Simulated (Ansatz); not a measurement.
# GdO (F-43m): from the cell to its phonons, part 2 of 2

Wanted: phonon frequencies of GdO (F-43m) and what follows from them.

Ansatz 0.2.0; DFT PBE, scalar-relativistic, plane waves, norm-conserving pseudopotentials, 4f in core.

So far. Step 3 (Tight relaxation): The forces vanish by symmetry and the pressure is -0.001 GPa, within the tolerances set. The cell now holds 19.07 Å³/atom. The relaxed cell has a = 5.343 Å (conventional setting).

## (4) Modes at Γ

The zone centre comes first: it holds the modes that light can see, as far as symmetry allows. No field response is asked, since the mesh shows no gap.

The input, input.yaml:

```yaml
crystal:
  lattice:
    - [0.0, 2.6714945918, 2.6714945918]
    - [2.6714945918, 0.0, 2.6714945918]
    - [2.6714945918, 2.6714945918, 0.0]
  atoms:
    - { symbol: Gd, position: [0.0, 0.0, 0.0] }
    - { symbol: O, position: [0.25, 0.25, 0.25] }
kpoints:
  mp_grid: { grid: [16, 16, 16] }
hamiltonian:
  xc: pbe
  pseudopotentials:
    kind: nc
    azcp: { Gd: "pseudopotentials/pbe/nc/lanthanide_3plus/Gd.nc.azcp" }
scf:
  occupations: { method: methfessel_paxton, width: 0.2 }
output:
  eigenvalues: true
phonons:
  method: dfpt
```

Started as:

```sh
$ ansatz run input.yaml --threads 8 --pin off --max-ram 14336MiB --backend cpu --events-out ev --progress --plain --runs-dir out
```

Numbers of over 12 decimals in the logs are rounded to 6 here.

What it wrote:

```text
zone centre: on kpoints.mp_grid the ground state, and the responses unless they are solved on pairs of k-points, stand on 349 of the mesh's 4096 k-points, reduced under 8 symmetry operations, with k and −k counted as one. Each operation leaves every solved displacement unchanged or reverses it
[...]
Crystal: 2 atoms, lattice volume = 38.132 Å³
Basis set: ecut = 1240 eV, 3767 PW (Γ), exchange–correlation on 90×90×90 points (8 copies of the dense FFT grid, shifted against one another)
Bands: 13, of which v1, the nominal top of the filled ones, is band 9 counted from 1 (8 counted from 0)
Symmetry: 24 space group operations
k-points: 349 of 4096 (irreducible under 8 space group operations, time reversal used)
[...]
SCF iter   1: F=—  HF=-1599.441867 eV  |F-HF|=—  |Δ(HF+E_count)|=         —  Δρ=6.73e-2  dr2=1.44e0  ethr=3.10e-3  ⟨swp⟩=6.8  Hψ=34566  notcnv=0
[...]
SCF iter  11: F=-1599.093890 eV  HF=-1599.093890 eV  |F-HF|=2.27e-13  |Δ(HF+E_count)|=  2.27e-11  S|Δr|=    0.00e0  Δρ=4.15e-8  dr2=3.32e-13  ethr=1.00e-12  ⟨swp⟩=8.7  Hψ=27751  notcnv=0
SCF 1 converged in 11 iterations: F = -1599.093890 eV  dr2 = 3.32e-13
DFPT response loops at Γ: preconditioner auto → Kerker (q_TF=auto, 2.385 Å⁻¹) (partly filled bands, converged f_vac=0.000); β = 1.00, the filter's whole step (`scf.mixing.beta` (0.50) is not read by the response loops under this deck's `scf.mixing.preconditioner`; to damp them name `kerker` or `kerker_dos`, under which they read `scf.mixing.beta`, and type it under 1.00, their step now; both keys bind the ground state too); Broyden in place of MSR1
SCF converged after 11 iterations
[...]
Free energy (F): -1599.093890 eV
[...]
Internal energy: -1599.095680 eV  (E = F + TS)
E sigma→0 (E₀):  -1599.094338 eV
Entropy (-TS):   0.001789 eV (0.895 meV/atom)
Fermi energy:    11.297979 eV
[...]
--- Band table (eV; the first three rows and the last of 349) ---
  k-point 0: bands = [... 5 lower, 5.3369, 5.3369, 5.3369, 9.3171, 14.1396, 14.1396, 16.1243, 16.1243]
  k-point 1: bands = [... 5 lower, 5.3070, 5.3560, 5.3560, 9.4726, 14.0542, 14.0542, 16.0305, 16.2290]
  k-point 2: bands = [... 5 lower, 5.2492, 5.4094, 5.4094, 9.8912, 13.8718, 13.8718, 15.7869, 16.4582]
  k-point 348: bands = [... 5 lower, 5.6449, 5.7330, 6.5154, 10.8891, 12.1485, 14.8949, 16.0220, 17.3768]
--- Phonons (Γ-DFPT): 2 representative perturbations + reference, on 349 of 4096 k-points (Σ response iterations 6) ---
  k mesh reduced under 8 symmetry operations, with k and −k counted as one. Each operation leaves every solved displacement unchanged or reverses it
  ASR residual: 4.052e-5 → 0.000e0 eV/Å²; symmetrization residual: 1.489e-6 eV/Å²
  ASR residual per site (eV/Å²): 4.05e-5 1.67e-5
  Γ frequencies (cm⁻¹): 0.00 0.00 0.00 217.44 217.44 217.44
  non-analytic LO–TO correction: not included (Born effective charges unavailable; polar crystals: no LO–TO splitting at Γ)
```

Wall time 25 s (8 threads of Intel Xeon Platinum 8375C at 2.90GHz (Ice Lake), shared host); peak memory 2.5 GiB.

Reading the cycles: dr2 is the Hartree energy of the density residual (eV), the measure of convergence; HF is the Harris–Foulkes estimate of the energy, which meets the free energy F at convergence.

Numbers from this step:

- sum-rule residual before enforcement: 4.05e-5 eV/Å²
- point group: -43m
- highest optical mode at the zone centre (no LO-TO term): 217.4 cm⁻¹
- lowest optical zone-centre mode: 217.4 cm⁻¹

Patterns of degenerate modes are one choice out of their space. The modes at Γ (shares of kinetic energy by element, %):

| mode | frequency (cm⁻¹) | symmetry | Gd % | O % |
| --- | --- | --- | --- | --- |
| 1 | 0.0 | acoustic | 91 | 9 |
| 2 | 0.0 | acoustic | 91 | 9 |
| 3 | 0.0 | acoustic | 91 | 9 |
| 4 | 217.4 | T2 | 9 | 91 |
| 5 | 217.4 | T2 | 9 | 91 |
| 6 | 217.4 | T2 | 9 | 91 |

Displacements in mode 5 (217.4 cm⁻¹), the largest set to 1:
```
Gd1  0.00 -0.02 -0.10
O2   0.00  0.20  1.00
```

Before it was imposed, the acoustic sum rule was missed by 4.1e-5 eV/Å². Small misses are needed for a sound result but don't prove that mesh and cutoff are converged. The lowest optical mode is real, 217 cm⁻¹.

## (5) Phonons on a q mesh

Stability and thermal properties need the whole zone. Linear response on a 4×4×4 q mesh gives force constants as far as a supercell of that size would.

input.yaml, as its differences from that of step 4:

```diff
@@ -21 +21,8 @@
   method: dfpt
+  qmesh: [4, 4, 4]
+  temperatures: { t_max: 1000, t_step: 50 }
+  qpath:
+    path:
+      - [[0.0, 0.0, 0.0], [-0.5, -0.5, 0.0], [-0.375, -0.375, 0.25]]
+      - [[-0.375, 0.0, 0.375], [0.0, 0.0, 0.0], [0.0, 0.0, 0.5], [-0.5, -0.25, 0.25], [-0.5, -0.5, 0.0]]
+    npoints: 10
```

What it wrote:

```text
[...]
Crystal: 2 atoms, lattice volume = 38.132 Å³
Basis set: ecut = 1240 eV, 3767 PW (Γ), exchange–correlation on 90×90×90 points (8 copies of the dense FFT grid, shifted against one another)
Bands: 13, of which v1, the nominal top of the filled ones, is band 9 counted from 1 (8 counted from 0)
Symmetry: 24 space group operations
k-points: 145 of 4096 (time reversal used)
[...]
SCF iter   1: F=—  HF=-1599.441721 eV  |F-HF|=—  |Δ(HF+E_count)|=         —  Δρ=6.73e-2  dr2=1.44e0  ethr=3.10e-3  ⟨swp⟩=6.9  Hψ=14352  notcnv=0
[...]
SCF iter  11: F=-1599.093890 eV  HF=-1599.093890 eV  |F-HF|=2.27e-13  |Δ(HF+E_count)|=  2.39e-11  S|Δr|=    0.00e0  Δρ=4.24e-8  dr2=3.30e-13  ethr=1.00e-12  ⟨swp⟩=8.5  Hψ=11394  notcnv=0
SCF 1 converged in 11 iterations: F = -1599.093890 eV  dr2 = 3.30e-13
phonons: the bands overlap, so this run is a metal and interpolates without the dipole-dipole term. If the crystal is really an insulator or semiconductor, its LO-TO splitting is missing
NSCF: frozen V_eff on 145 k-points
WARN: eigensolver did not converge in 7 slots of this pass, the one above among them; of largest residual over every band (k=24): 1 band(s) unlocked (lowest unlocked band 12, counted from 0; max residual 4.73e-4 eV among the unlocked bands, 4.73e-4 eV over every band); of lowest unlocked band (k=9): band 12
[...]
DFPT response loops at q = (0, 0, 0) (fractional): preconditioner auto → Kerker (q_TF=auto, 2.385 Å⁻¹) (partly filled bands, converged f_vac=0.000); β = 1.00, the filter's whole step (`scf.mixing.beta` (0.50) is not read by the response loops under this deck's `scf.mixing.preconditioner`; to damp them name `kerker` or `kerker_dos`, under which they read `scf.mixing.beta`, and type it under 1.00, their step now; both keys bind the ground state too); Broyden in place of MSR1
[...]
phonons.qmesh, q = [0.0000, 0.2500, -0.5000]: its response loops start from zero, take more passes and end by a threshold: the memory limit or budget leaves too little room for the subspace of the ground state's own states beside the solves, or none could be made (phonons.method)
[...]
SCF converged after 11 iterations
[...]
Free energy (F): -1599.093890 eV
[...]
Internal energy: -1599.095680 eV  (E = F + TS)
E sigma→0 (E₀):  -1599.094338 eV
Entropy (-TS):   0.001789 eV (0.895 meV/atom)
Fermi energy:    11.297979 eV
[...]
--- Band table (eV; the first three rows and the last of 145) ---
  k-point 0: bands = [... 5 lower, 5.3369, 5.3369, 5.3369, 9.3171, 14.1396, 14.1396, 16.1243, 16.1243]
  k-point 1: bands = [... 5 lower, 5.3070, 5.3560, 5.3560, 9.4726, 14.0542, 14.0542, 16.0305, 16.2290]
  k-point 2: bands = [... 5 lower, 5.2492, 5.4094, 5.4094, 9.8912, 13.8718, 13.8718, 15.7869, 16.4582]
  k-point 144: bands = [... 5 lower, 5.6449, 5.7330, 6.5154, 10.8891, 12.1485, 14.8949, 16.0220, 17.3768]
--- Phonons (Γ-DFPT): 2 representative perturbations + reference (Σ response iterations 6) ---
  ASR residual: 3.989e-5 → 0.000e0 eV/Å²; symmetrization residual: 4.280e-7 eV/Å²
  ASR residual per site (eV/Å²): 3.99e-5 7.63e-6
  Γ frequencies (cm⁻¹): 0.00 0.00 0.00 217.44 217.44 217.44
--- Phonons (arbitrary-q DFPT): 8 irreducible q on the 4×4×4 mesh ---
  q = [0.0000, 0.0000, 0.0000] (star 1, of the zone-centre solve; hermiticity 3.39e-7, symmetrization 1.35e-14): -0.00 0.00 0.00 217.44 217.44 217.44
  q = [0.0000, 0.0000, 0.2500] (star 8, 2 solved perturbations on 2176 of 4096 k-point pairs; hermiticity 3.12e-7, symmetrization 4.40e-13, the responses' own estimated error 6.1e-5 eV/Å²): 49.69 49.69 65.29 173.14 215.77 215.77
[...]
q = [0.0000, 0.2500, 0.2500] (star 6, 4 solved perturbations in 3616 linear systems a pass and spin channel, the states on 1160 of 4096 k-point pairs; hermiticity 2.38e-7, symmetrization 1.81e-13, the responses' own estimated error 5.5e-5 eV/Å²): 70.89 70.89 89.58 217.01 233.27 233.27
[...]
sum rule: each row above includes the acoustic sum rule's correction from the zone centre's row sums; it moved no ω² by more than (0.36 cm⁻¹)²
  mesh force constants: q→R imaginary residual 1.25e-18; ASR residual 3.989e-5 → 0.000e0 eV/Å²; symmetrization residual 2.665e-15 eV/Å²
  interpolated dispersion: 62 rows × 6 modes
  density of states and harmonic sums: on the 20×20×20 q-mesh, interpolated from the force constants of a 4×4×4 supercell (no non-analytic term)
  largest difference from the sums on the solved wave vectors: F 2.62e-2 eV, S 2.97e-5 and C_V 4.11e-6 eV/K
  zero-point energy: 0.063286 eV/cell   skipped modes (ω ≤ 0): 48, of them read as no rigid motion or as one in doubt: 45 (1.935e-1 modes/cell left out, lowest -44.26 cm⁻¹)   left out of the sums: 3.23e-2 of the cell's modes: C_V's classical limit lies that fraction below 3 k_B per atom; for a crystal, a wire or a layer, F and S can be off by more, and a phonons.interpolated_qmesh denser along its periods is the remedy for the sampling
```

Elapsed: 17 min, on 8 threads; peak memory 13 GiB.

This step gave:

- sum-rule residual before enforcement: 3.99e-5 eV/Å²
- lowest frequency on the path: -42.26 cm⁻¹
- highest frequency on the path or at a solved wavevector: 357.3 cm⁻¹
- lowest mode on the q mesh (acoustic modes at Γ apart): -33.48 cm⁻¹

Frequencies (cm⁻¹) solved at each irreducible wavevector; negative means imaginary. Frequencies by wavevector, by row:

| q in reciprocal lattice units | star | mode 1 | mode 2 | mode 3 | mode 4 | mode 5 | mode 6 |
| --- | --- | --- | --- | --- | --- | --- | --- |
| 0 0 0 | 1 | 0 | 0 | 0 | 217.4 | 217.4 | 217.4 |
| 0 0 0.25 | 8 | 49.7 | 49.7 | 65.3 | 173.1 | 215.8 | 215.8 |
| 0 0 -0.5 | 4 | 67.2 | 67.2 | 82.1 | 248.5 | 248.5 | 268.6 |
| 0 0.25 0.25 | 6 | 70.9 | 70.9 | 89.6 | 217 | 233.3 | 233.3 |
| 0 0.25 -0.5 | 24 | 42.7 | 83.8 | 138.3 | 258.8 | 269 | 313.1 |
| 0 0.25 -0.25 | 12 | -33.5 | 61.5 | 136.9 | 251.4 | 261.4 | 275.8 |
| 0 -0.5 -0.5 | 3 | 99.2 | 99.2 | 133.8 | 285.4 | 285.4 | 331.3 |
| 0.25 -0.5 -0.25 | 6 | 64.5 | 77.9 | 154.1 | 256.9 | 290 | 357.3 |

Interpolated from a 4×4×4 q mesh. The phonon branches at the labelled points (cm⁻¹):

| point | branch 1 | branch 2 | branch 3 | branch 4 | branch 5 | branch 6 |
| --- | --- | --- | --- | --- | --- | --- |
| Γ | 0 | 0 | 0 | 217 | 217 | 217 |
| halfway | 71 | 71 | 90 | 217 | 233 | 233 |
| X | 99 | 99 | 134 | 285 | 285 | 331 |
| halfway | 85 | 96 | 141 | 276 | 284 | 340 |
| U | 60 | 88 | 149 | 269 | 281 | 343 |
| jump to K | 60 | 88 | 149 | 269 | 281 | 343 |
| halfway | -42 | 50 | 113 | 213 | 225 | 238 |
| Γ | 0 | 0 | 0 | 217 | 217 | 217 |
| halfway | 50 | 50 | 65 | 173 | 216 | 216 |
| L | 67 | 67 | 82 | 248 | 248 | 269 |
| halfway | 28 | 74 | 142 | 256 | 273 | 313 |
| W | 64 | 78 | 154 | 257 | 290 | 357 |
| halfway | 80 | 89 | 146 | 267 | 287 | 347 |
| X | 99 | 99 | 134 | 285 | 285 | 331 |

The phonon branches as a text plot (rows in cm⁻¹):

```
    349 |               ***                              ******
    332 |           ****   *                           **      **
    316 |                   *                         *
    299 |         **                                 *
    282 |        *********** **                    **  **********
    266 |        *      *******                 *** ***     ***
    249 |       *            ***               *************
    232 |      *                **            **
    216 |*******                ***************
    199 |  * **                   **     *   *
    182 |   *                    *  *
    166 |                         **      ***
    149 |              ******                         *********
    133 |         *****      ***                    **         **
    116 |        *              *                  *
     99 |       * *******        *                *           ***
     83 |    *****     *****      **       *    **    *********
     66 |   ****         ** ***     *     * * ********   ****
     49 |  **              *   *****     * ***    *     *
     33 | **                *     ****  ***        *  **
     16 | *                          *  *           **
     -1 |*                       *    **
    -17 |
    -34 |                    ****
         Γ           X  U|K            Γ         L        W     X
```

The phonon density of states has structure finer than the step of the table below, so its rows give means over 20 cm⁻¹, whole bins alone (the curve runs from -42.5 to 358 cm⁻¹). Peaks (cm⁻¹: height): 77.5: 0.0452, 147.5: 0.0300, 257.5: 0.0607.

Tetrahedra on a 20×20×20 mesh, mean over bins of 5 cm-1. Interpolated from a 4×4×4 q mesh. The phonon density of states by wavenumber; means over each step:

| wavenumber (cm⁻¹) | phonon density of states (1/cm⁻¹/cell) |
| --- | --- |
| -20 | 0.00483 |
| 0 | 0.00462 |
| 20 | 0.00956 |
| 40 | 0.0173 |
| 60 | 0.0283 |
| 80 | 0.0346 |
| 100 | 0.0115 |
| 120 | 0.0111 |
| 140 | 0.0217 |
| 160 | 0.00522 |
| 180 | 0.00366 |
| 200 | 0.00557 |
| 220 | 0.0159 |
| 240 | 0.0246 |
| 260 | 0.0444 |
| 280 | 0.0285 |
| 300 | 0.00802 |
| 320 | 0.00827 |
| 340 | 0.00917 |

The partial phonon density of states has structure finer than the step of the table below, so its rows give means over 20 cm⁻¹, whole bins alone (the curve runs from -54.2 to 377 cm⁻¹). Peaks (cm⁻¹: height): Gd -21.7: 0.00708, 75.9: 0.0413, 146.4: 0.0270; O 257.5: 0.0519.

Phonopy on the run's constants, 19x19x19 mesh, Gaussian sigma 3.1 cm-1. Interpolated from a 4×4×4 q mesh. Table of partial phonon density of states by wavenumber; means over each step; values in 1/cm⁻¹/cell:

| wavenumber (cm⁻¹) | Gd | O |
| --- | --- | --- |
| -40 | 0.00222 | 3.1e-4 |
| -20 | 0.00543 | 6.6e-4 |
| 0 | 0.00191 | 2.1e-4 |
| 20 | 0.00886 | 8.1e-4 |
| 40 | 0.0165 | 0.00116 |
| 60 | 0.0273 | 0.00109 |
| 80 | 0.0334 | 0.00109 |
| 100 | 0.0112 | 4.0e-4 |
| 120 | 0.0107 | 2.8e-4 |
| 140 | 0.0215 | 1.8e-4 |
| 160 | 0.00482 | 7.6e-4 |
| 180 | 2.6e-4 | 0.00335 |
| 200 | 4.7e-4 | 0.00492 |
| 220 | 0.00100 | 0.0151 |
| 240 | 0.00122 | 0.0236 |
| 260 | 0.00190 | 0.0423 |
| 280 | 9.1e-4 | 0.0277 |
| 300 | 2.2e-4 | 0.00759 |
| 320 | 1.1e-4 | 0.00804 |
| 340 | 4.1e-5 | 0.00916 |
| 360 | 5.8e-7 | 0.00131 |

Second derivatives of the energy by pair, one row for each kind of neighbour of each atom listed. Each entry sums the pair over the periodic images of the supercell that the q mesh stands for, and in a polar crystal it holds the long-range dipole part too. Force constants by pair, by row:

| atom | neighbour | distance (Å) | third of the trace (eV/Å²) | along the pair's line (eV/Å²) |
| --- | --- | --- | --- | --- |
| Gd1 | itself | 0 | 5.871 | – |
| Gd1 | O | 2.314 | -0.063 | -1.387 |
| Gd1 | Gd | 3.778 | -0.3827 | -1.109 |
| Gd1 | O | 4.43 | -0.1115 | -0.3864 |
| Gd1 | Gd | 5.343 | 0.0622 | 0.3335 |
| Gd1 | O | 5.822 | -0.0158 | -0.128 |
| Gd1 | Gd | 6.544 | 0.0163 | 0.0494 |
| Gd1 | O | 6.941 | 0.0229 | 0.0087 |
| Gd1 | O | 6.941 | -0.0345 | -0.0632 |
| O2 | itself | 0 | 4.001 | – |
| O2 | Gd | 2.314 | -0.063 | -1.387 |
| O2 | O | 3.778 | -0.2601 | -0.2936 |
| O2 | Gd | 4.43 | -0.1115 | -0.3864 |
| O2 | O | 5.343 | 0.0803 | 0.1375 |
| O2 | Gd | 5.822 | -0.0158 | -0.128 |
| O2 | O | 6.544 | 0.0311 | 0.0952 |
| O2 | Gd | 6.941 | 0.0229 | 0.0087 |
| O2 | Gd | 6.941 | -0.0345 | -0.0632 |

Symmetry leaves 8 wavevectors to solve. The lowest mode among them, the acoustic zeros apart, lies at q = (0, 0.25, -0.25) and is imaginary, 33.5i cm⁻¹, so the energy falls along it. Between them the interpolated path dips to 42i cm⁻¹.

## (6) Summary of results

| Item | Value |
| --- | --- |
| space group after relaxation (within 0.01 Å) | F-43m |
| volume per atom | 19.1 Å³ |
| electronic character | no gap on this mesh |
| highest optical mode at the zone centre (no LO-TO term) | 217 cm⁻¹ |
| lowest optical zone-centre mode | 217 cm⁻¹ |
| lowest mode on the q mesh (acoustic modes at Γ apart) | -33.5 cm⁻¹ |
| highest frequency on the path or at a solved wavevector | 357 cm⁻¹ |
| imaginary modes on the 4×4×4 q mesh | yes |

What this shows: Modes are clearly imaginary (beyond 10i cm⁻¹) at 1 of the 8 irreducible wavevectors, most at q = (0, 0.25, -0.25) (33.5i cm⁻¹), so this structure is not a minimum of the energy. The optical modes at Γ form one degenerate level at 217 cm⁻¹. The highest mode in this list at Γ, 217.4 cm⁻¹, is mostly motion of O (91 % of the kinetic energy). With no gap, or one that is small against the smearing, the frequencies hang on the k mesh and the smearing, most of all near Kohn anomalies. The phonon runs are without spin polarisation, although the cell has an odd electron count. The 4f electrons are frozen in the core as for a trivalent ion. Spin-orbit coupling is left out, which can matter for the heavy elements here. A phonon run warned that its eigensolver left some bands unconverged in a pass. These are harmonic frequencies at zero temperature: anharmonic shifts, linewidths and thermal expansion are left out.

[Logs are printed without paths, hosts, clocks, repeated set-up lines and the standing remarks that a program may print on its own settings, such as how far it seeks lower states.]

[Hosts, paths, dates, database ids (printed as entryN), source tags and the programs' standing remarks are cut or masked in the printed files.]
